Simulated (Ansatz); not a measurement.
# Al (Aluminum, Fm-3m): phonons against volume

Aim: how the vibrations of Aluminum shift with volume, and the expansion that follows.

Measurements to reproduce:
- volume expansion coefficient 69 1e-6/K and heat capacity C_P per formula unit 24.2 J/mol/K near room temperature (given in “High-Throughput Prediction of Finite-Temperature Properties using the Quasi-Harmonic Approximation”, 2016, arXiv:1603.06924)

Method: DFT LDA, scalar-relativistic, plane waves, PAW; PAW set soft_1, in Ansatz 0.2.0.

## Step 1: The structure

The structure is cubic, space group Fm-3m (No. 225). The conventional cell has a = 4.050 Å, b = 4.050 Å, c = 4.050 Å, α = 90.00°, β = 90.00°, γ = 90.00°. Nearest to Al lie 12 Al at 2.86 Å.

## Step 2: A first coarse run

A cheap single point shows whether the cell is a metal or an insulator and how far it is from rest; that sets the k-mesh and the occupations of what follows.

input.yaml reads:

```yaml
crystal:
  lattice:
    - [0.0, 2.024805, 2.024805]
    - [2.024805, 0.0, 2.024805]
    - [2.024805, 2.024805, 0.0]
  atoms:
    - { symbol: Al, position: [0.0, 0.0, 0.0] }
kpoints:
  mp_grid: { grid: [8, 8, 8] }
hamiltonian:
  xc: lda
  pseudopotentials: { kind: paw, azcp: { folder: soft_1 }, xc_functional: pbe }
scf:
  occupations: { method: gaussian, width: 0.1 }
  lower_state_search: "off"
output:
  forces: true
  stress: true
  eigenvalues: true
```

Started as:

```bash
> ansatz run input.yaml --threads 8 --pin off --max-ram 16384MiB --backend cpu --events-out ev --progress --plain --runs-dir out
```

Numbers of over 12 decimals in the logs are rounded to 6 here.

What it wrote:

```text
Engine: ansatz 0.2.0, aarch64-unknown-linux-gnu
Pseudopotentials: kind: paw
Pseudopotential: Al, paw, valence charge 3, recommended cutoff 420 eV (normal), soft_1/Al.paw.azcp
Functional definition: SPW92
  exchange = slater_x
  correlation = pw_c
Crystal: 1 atoms, lattice volume = 16.603 Å³
Basis set: ecut = 420 eV, 331 PW (Γ)
Bands: 6, of which v1, the nominal top of the filled ones, is band 2 counted from 1 (1 counted from 0)
Symmetry: 48 space group operations
Space group: Fm-3m (ITA 225), of the structure as read, at distance tolerance 2.6e-5 Å
k-points: 29 of 512
Non-local potential: Al, projectors of the file, l = 0: 2, l = 1: 2, l = 2: 1
PAW form: soft (Blöchl's): semilocal exchange-correlation on the pseudo side does not see the compensation charge
PAW frozen core: Al, regenerated for the run's functional, and the local potential with it (the file was generated under x = pbe(κ = 0.804, μ = 0.219515), c = pbe(β = 0.066725))
PAW one-centre angular grid: Al, 110 points (default); XC on 64 Gauss nodes
Initial density: superposition of atomic densities (chi_scale 0.1, normalization cell)
Initial wavefunctions: pseudopotential atomic-orbital guess
Functional: x = slater, c = lda
SCF iter   1: F=—  HF=-512.912779 eV  |F-HF|=—  |Δ(HF+E_count)|=         —  Δρ=2.05e-2  dr2=7.30e-2  ethr=3.10e-3  ⟨swp⟩=4.3  Hψ=1507  notcnv=0
preconditioner: auto → none  [insulator: Δε(μ)=0.450 eV  Ē_g=13.078 eV  σ=0.100 eV  W_gap=0.86  n_scr=0 (ndim 8)  ℏωp=15.8 eV  f_vac=0.000  D(μ)=0.62/eV (n_scr^D=0)  ε∞_Penn≈2.5]
SCF iter   2: F=—  HF=-512.874613 eV  |F-HF|=—  |Δ(HF+E_count)|=   3.82e-2  Δρ=9.75e-3  dr2=1.64e-2  ethr=2.43e-3  ⟨swp⟩=1.0  Hψ=407  notcnv=0
SCF iter   3: F=—  HF=-512.863321 eV  |F-HF|=—  |Δ(HF+E_count)|=   1.13e-2  Δρ=1.59e-4  dr2=3.90e-6  ethr=5.46e-4  ⟨swp⟩=1.1  Hψ=163  notcnv=0  defer=2
SCF iter   4: F=—  HF=-512.863323 eV  |F-HF|=—  |Δ(HF+E_count)|=   1.87e-6  Δρ=1.48e-5  dr2=2.27e-8  ethr=3.33e-9  ⟨swp⟩=7.2  Hψ=1021  notcnv=0
SCF iter   5: F=-512.863323 eV  HF=-512.863323 eV  |F-HF|=9.71e-11  |Δ(HF+E_count)|=   2.14e-8  Δρ=9.91e-7  dr2=1.80e-10  ethr=7.57e-10  ⟨swp⟩=1.3  Hψ=463  notcnv=0
SCF 1 converged in 5 iterations: F = -512.863323 eV  dr2 = 1.80e-10
  greatest PAW one-centre occupation: 0.456 electrons in one spin orbital (limit 2), on the Al atom at site 0 (counted from 0), in its partial waves of l = 0
SCF converged after 5 iterations
Free energy (F): -512.863323 eV
Harris-Foulkes:  -512.863323 eV  (|F-HF|=9.71e-11)
Internal energy: -512.860257 eV  (E = F + TS)
E sigma→0 (E₀):  -512.861790 eV
Entropy (-TS):   -0.003067 eV (-3.067 meV/atom)
Fermi energy:    7.725527 eV
--- Per-component energies (eV) ---
  E_band       = 9.839755
  E_kinetic    = 22.504188
  E_local      = 9.768751  (includes V_loc(G=0)·N_el)
  E_nonlocal   = 10.605364
  E_hartree    = 0.102036
  E_xc         = -37.354721
  E_vxc        = -29.440633  (∫ρ·V_xc dr)
  E_paw        = -445.178535  (= ΣΔE_a)
  E_vpaw       = -3.801989  (= ΣTr[D̂ρ^β])
  E_aug_tail   = -0.000004  (compensation charges beyond the density's cutoff)
  E_ewald      = -73.363052
  E_core_change = 0.055717  (= ΣΔE_core)
  E_smearing   = -0.003067  (= −TS)
  E_closure    = -0.000000  (closes the sum)
  Σ components = -512.863323   (vs F -512.863323, Δ=0.00e0)
--- Forces (eV/Å), atoms counted from 1 ---
  atom   1  Al    -0.00000000    -0.00000000     0.00000000
  max |Σ_I F_I| component: 8.22e-33 eV/Å
--- Stress (GPa, compression-positive) ---
       -3.742468      -0.000000       0.000000
       -0.000000      -3.742468      -0.000000
       -0.000000       0.000000      -3.742468
  P = ⅓ Tr σ = -3.7425 GPa (-37.425 kbar)
--- Band table (eV; the first three rows and the last of 29) ---
  k-point 0: bands = ["-3.3866", "20.1039", "20.1039", "20.1039", "21.4787", "21.4787"]
  k-point 1: bands = ["-2.9653", "15.8834", "19.1557", "19.1557", "22.2212", "22.9823"]
  k-point 2: bands = ["-1.7088", "11.0686", "18.3995", "18.3995", "21.9039", "22.1523"]
  k-point 28: bands = ["6.8500", "6.8500", "7.8825", "8.6231", "23.2837", "23.2837"]
```

It took 0.71 s on 8 threads of Arm Neoverse V1, shared host; peak memory 0.23 GiB.

In the SCF lines HF is the Harris–Foulkes energy and dr2 the Hartree energy of the density residual, in eV; the loop may stop once dr2 is under the threshold and the program's other checks hold. Hψ counts applications of the Hamiltonian.

Numbers from this step:

```yaml
pressure: -3.742 GPa
volume_per_atom: 16.60 Å³/atom
gap_on_the_k_mesh: 0 eV
```

The start is under -3.7 GPa at this level and looks like a metal on this mesh.

## Step 3: Finding the static equilibrium

Phonons are second derivatives about a minimum, so cell and atoms are relaxed first, inside the symmetry of the start.

Edit input.yaml of step 2 so:

```diff
@@ -8,3 +8,3 @@
 kpoints:
-  mp_grid: { grid: [8, 8, 8] }
+  mp_grid: { grid: [18, 18, 18] }
 hamiltonian:
@@ -19 +19,6 @@
   eigenvalues: true
+relax:
+  adjacent_minimum: "off"
+  f_tol: 0.005
+  max_steps: 80
+  cell: { stress_tol: 0.05 }
```

What it wrote:

```text
[...]
Crystal: 1 atoms, lattice volume = 16.603 Å³
Basis set: ecut = 420 eV, 331 PW (Γ)
Bands: 6, of which v1, the nominal top of the filled ones, is band 2 counted from 1 (1 counted from 0)
Symmetry: 48 space group operations
[...]
k-points: 195 of 5832
[...]
SCF iter   1: F=—  HF=-512.915732 eV  |F-HF|=—  |Δ(HF+E_count)|=         —  Δρ=2.02e-2  dr2=7.18e-2  ethr=3.10e-3  ⟨swp⟩=4.4  Hψ=10205  notcnv=0
[...]
SCF iter   5: F=-512.866359 eV  HF=-512.866359 eV  |F-HF|=3.57e-11  |Δ(HF+E_count)|=   1.27e-8  Δρ=8.42e-7  dr2=1.00e-10  ethr=6.59e-10  ⟨swp⟩=1.2  Hψ=3065  notcnv=0
SCF 1 converged in 5 iterations: F = -512.866359 eV  dr2 = 1.00e-10
[...]
relax step   1: F+E_penalty+E_count = -512.86635937 eV  Δ(F+E_penalty+E_count) = +0.000e0 eV  max|allowed force component| = 0.000e0 eV/Å  Δτ_max = 0.0000 Å  P = -3.661 GPa  Ω = 16.603 Å³  (5 SCF iters, dr2 threshold 1.00e-7 eV, accepted)
Crystal: 1 atoms, lattice volume = 15.718 Å³
[...]
iter 1 solved again at ethr=1.11e-5 eV; its pass at ethr=3.10e-3 eV (dr2=3.33e-4 eV) is discarded
[...]
SCF iter   4: F=-512.875893 eV  HF=-512.875893 eV  |F-HF|=1.07e-10  |Δ(HF+E_count)|=   2.20e-9  Δρ=9.28e-7  dr2=6.24e-11  ethr=4.67e-10  ⟨swp⟩=1.3  Hψ=3216  notcnv=0
SCF 2 converged in 4 iterations: F = -512.875893 eV  dr2 = 6.24e-11
[...]
relax step   2: F+E_penalty+E_count = -512.87589252 eV  Δ(F+E_penalty+E_count) = -9.533e-3 eV  max|allowed force component| = 0.000e0 eV/Å  Δτ_max = 0.0000 Å  P = +0.453 GPa  Ω = 15.718 Å³  energy of the carried Pulay correction = +1.356e-4 eV  (4 SCF iters, dr2 threshold 1.00e-7 eV, accepted)
Crystal: 1 atoms, lattice volume = 15.811 Å³
[...]
SCF iter   3: F=-512.875998 eV  HF=-512.875998 eV  |F-HF|=3.27e-11  |Δ(HF+E_count)|=   1.46e-6  Δρ=1.10e-6  dr2=1.33e-10  ethr=3.33e-9  ⟨swp⟩=2.6  Hψ=3448  notcnv=0
SCF 3 converged in 3 iterations: F = -512.875998 eV  dr2 = 1.33e-10
relax step   3: F+E_penalty+E_count = -512.87599750 eV  Δ(F+E_penalty+E_count) = -1.050e-4 eV  max|allowed force component| = 0.000e0 eV/Å  Δτ_max = 0.0000 Å  P = -0.037 GPa  Ω = 15.811 Å³  energy of the carried Pulay correction = +1.210e-4 eV  (3 SCF iters, dr2 threshold 1.00e-7 eV, accepted)
[...]
relax step   4: F+E_penalty+E_count = -512.87591472 eV  Δ(F+E_penalty+E_count) = +8.278e-5 eV  max|allowed force component| = 0.000e0 eV/Å  Δτ_max = 0.0000 Å  P = -0.053 GPa  Ω = 15.811 Å³  stress off target by 5.30e-2 GPa  SCF on the basis re-selected at this cell (its energy is not comparable with the rows above)  (3 SCF iters)
[...]
relax step   5: F+E_penalty+E_count = -512.87591803 eV  Δ(F+E_penalty+E_count) = -3.311e-6 eV  max|allowed force component| = 0.000e0 eV/Å  Δτ_max = 0.0000 Å  P = -0.000 GPa  Ω = 15.800 Å³  energy of the carried Pulay correction = +1.629e-6 eV  (3 SCF iters, dr2 threshold 7.01e-9 eV, accepted)
[...]
SCF iter   2: F=-512.875914 eV  HF=-512.875914 eV  |F-HF|=1.31e-11  |Δ(HF+E_count)|=  3.66e-11  Δρ=3.83e-7  dr2=2.43e-12  ethr=1.00e-12  ⟨swp⟩=5.7  Hψ=5276  notcnv=0
SCF 6 converged in 2 iterations: F = -512.875914 eV  dr2 = 2.43e-12
relax step   6: F+E_penalty+E_count = -512.87591450 eV  Δ(F+E_penalty+E_count) = +3.533e-6 eV  max|allowed force component| = 0.000e0 eV/Å  Δτ_max = 0.0000 Å  P = -0.001 GPa  Ω = 15.800 Å³  stress off target by 8.47e-4 GPa  SCF on the basis re-selected at this cell (its energy is not comparable with the rows above)  (2 SCF iters)
[...]
SCF converged after 2 iterations
Free energy (F): -512.875914 eV
[...]
Internal energy: -512.872930 eV  (E = F + TS)
E sigma→0 (E₀):  -512.874422 eV
Entropy (-TS):   -0.002984 eV (-2.984 meV/atom)
Fermi energy:    8.172553 eV
[...]
--- Stress (GPa, compression-positive) ---
       -0.000847       0.000000       0.000000
        0.000000      -0.000847       0.000000
        0.000000       0.000000      -0.000847
  P = ⅓ Tr σ = -0.0008 GPa (-0.008 kbar)
--- Band table (eV; the first three rows and the last of 195) ---
[...]
--- Relaxed structure (4 steps of the walk, 4 accepted, 2 SCFs on fresh bases) ---
  F+E_penalty+E_count = -512.87591450 eV   max|allowed force component| = 0.000e0 eV/Å   (the final SCF, on the basis selected at the relaxed cell)
  cell:  # Å, volume = 15.8005 Å³
    - [0, 1.991653, 1.991653]
    - [1.991653, 0, 1.991653]
    - [1.991653, 1.991653, 0]
  atoms:
    - { symbol: Al, position: [0.0, 0.0, 0.0] }
```

Run time: 1.6 s. Hardware: 8 threads; peak memory 0.29 GiB.

Step by step:

```csv
step,energy less that of the first step (eV),largest force component (eV/Å),pressure (GPa),volume (Å³)
1,0.0000,0.0000,-3.66,16.60
2,-0.0095,0.0000,0.45,15.72
3,-0.0096,0.0000,-0.04,15.81
4*,-0.0096,0.0000,-0.05,15.81
5,-0.0096,0.0000,0.00,15.80
6*,-0.0096,0.0000,0.00,15.80
```

Relaxation steps marked * repeat the geometry before them on a plane-wave basis chosen anew for their cell, so energy and pressure can jump there.

```csv
"conventional cell, symmetrised",before,after,change
a (Å),4.050,3.983,-1.6 %
b (Å),4.050,3.983,-1.6 %
c (Å),4.050,3.983,-1.6 %
volume (Å³/atom),16.60,15.80,-4.8 %
```

The relaxed structure:

```xyz
1
Lattice="0.0000 1.9917 1.9917 1.9917 0.0000 1.9917 1.9917 1.9917 0.0000" Properties=species:S:1:pos:R:3 pbc="T T T"
Al    0.0000    0.0000    0.0000
```

Numbers from this step:

| Item | Value |
| --- | --- |
| pressure | -8.47e-4 GPa |
| volume per atom | 15.80 Å³/atom |

The relaxation ends with a pressure of 0.00 GPa.

## Step 4: Tight relaxation

The relaxation is repeated with tighter thresholds on force and stress, since phonons are sensitive to what is left; a change of mesh or smearing in the input moves the cell too.

input.yaml, the sections that differ from step 3:

```yaml
crystal:
  lattice:
    - [0.0, 1.9916526149, 1.9916526149]
    - [1.9916526149, 0.0, 1.9916526149]
    - [1.9916526149, 1.9916526149, 0.0]
  atoms:
    - { symbol: Al, position: [0.0, 0.0, 0.0] }
kpoints:
  mp_grid: { grid: [20, 20, 20] }
scf:
  occupations: { method: methfessel_paxton, width: 0.2 }
  lower_state_search: "off"
relax:
  adjacent_minimum: "off"
  f_tol: 0.001
  max_steps: 60
  cell: { stress_tol: 0.01 }
# hamiltonian, output: as in step 3
```

What it wrote:

```text
[...]
Crystal: 1 atoms, lattice volume = 15.800 Å³
Basis set: ecut = 420 eV, 331 PW (Γ)
Bands: 6, of which v1, the nominal top of the filled ones, is band 2 counted from 1 (1 counted from 0)
Symmetry: 48 space group operations
[...]
k-points: 256 of 8000
[...]
0.000000       0.000000      -0.000704
  P = ⅓ Tr σ = -0.0007 GPa (-0.007 kbar)
--- Band table (eV; the first three rows and the last of 256) ---
[...]
--- Relaxed structure (2 steps of the walk, 2 accepted, 1 SCFs on fresh bases) ---
[...]
cell:  # Å, volume = 15.7863 Å³
    - [0, 1.991056, 1.991056]
    - [1.991056, 0, 1.991056]
    - [1.991056, 1.991056, 0]
  atoms:
    - { symbol: Al, position: [0.0, 0.0, 0.0] }
[key lines of the parts left out:]
SCF converged after 3 iterations
Free energy (F): -512.876851 eV
Fermi energy:    8.240321 eV
```

Run time: 1 s. Hardware: 8 threads; peak memory 0.3 GiB; 6 s of CPU time.

Little changed from the start: no atom moved by 0.005 Å and no cell edge by 0.1 %.

Numbers from this step:

```
pressure        : -7.04e-4 GPa
volume per atom : 15.79 Å³/atom
```

The residual pressure is -7.0e-4 GPa, small enough for phonons.

(Continued in part 2 of 3.)

[Logs are printed without paths, hosts, clocks, repeated set-up lines and the standing remarks that a program may print on its own settings, such as how far it seeks lower states.]

[Hosts, paths, dates, database ids (printed as entryN), source tags and the programs' standing remarks are cut or masked in the printed files.]

[A step with changed settings may run another functional than the one named; its input shows which.]

[Of the runs on displaced cells, only some may be shown.]
